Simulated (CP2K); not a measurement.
Two runs for the C K edge of methoxyoxirane. Run A: CP2K XAS_TDP, all-electron GAPW, PBEh(45%), aug-cc-pVDZ, TDA, no relativity. Run B differs in one setting.

First lines with a strength over 0.0015. A:

| atom | energy (eV) | states | strength, one atom |
| --- | --- | --- | --- |
| C1 (bonded to O and 3 H) | 284.94 | 1 | 0.0338 |
|  | 285.37 | 1 | 0.0063 |
|  | 285.82 | 1 | 0.0225 |
|  | 286.08 | 1 | 0.0241 |
|  | 286.67 | 1 | 0.0024 |
| C3 (bonded to C, 2 O and H) | 286.50 | 1 | 0.0579 |
|  | 286.77 | 1 | 0.0198 |
|  | 287.44 | 1 | 0.0120 |
|  | 287.80 | 1 | 0.0070 |
|  | 287.93 | 1 | 0.0024 |
| C4 (bonded to C, O and 2 H) | 284.49 | 1 | 0.0468 |
|  | 285.49 | 1 | 0.0086 |
|  | 285.99 | 1 | 0.0169 |
|  | 286.45 | 1 | 0.0073 |
|  | 286.68 | 1 | 0.0131 |

B:

| atom | energy (eV) | states | strength, one atom |
| --- | --- | --- | --- |
| C1 (bonded to O and 3 H) | 289.11 | 1 | 0.0564 |
|  | 290.05 | 1 | 0.0029 |
|  | 290.39 | 1 | 0.0369 |
|  | 290.64 | 1 | 0.0400 |
|  | 291.93 | 1 | 0.0029 |
| C3 (bonded to C, 2 O and H) | 290.40 | 1 | 0.0712 |
|  | 291.38 | 1 | 0.0366 |
|  | 292.21 | 1 | 0.0344 |
|  | 292.63 | 1 | 0.0141 |
|  | 293.84 | 1 | 0.0025 |
| C4 (bonded to C, O and 2 H) | 288.45 | 1 | 0.0604 |
|  | 290.20 | 1 | 0.0154 |
|  | 290.64 | 1 | 0.0314 |
|  | 291.33 | 1 | 0.0210 |
|  | 291.74 | 1 | 0.0050 |

Q: Which was it: the basis, scalar relativity switched on, the functional, GW2X switched on?

The functional (functional from PBEh(45%) to PBEh(60%); the lines alone don't name the new value). A functional moves all lines by electronvolts and changes their spacings and strengths. Against PBEh(45%) in aug-cc-pVDZ, the leading lines move by +4.17 eV (C1, to 289.11), +3.90 eV (C3, to 290.40) and +3.96 eV (C4, to 288.45); the strength of C1's goes from 0.0338 to 0.0564. The next line of C1 over the strength cut lies 0.94 eV higher, against 0.43.

[Hosts, paths, dates, database ids (printed as entryN), source tags and the programs' standing remarks are cut or masked in the printed files.]
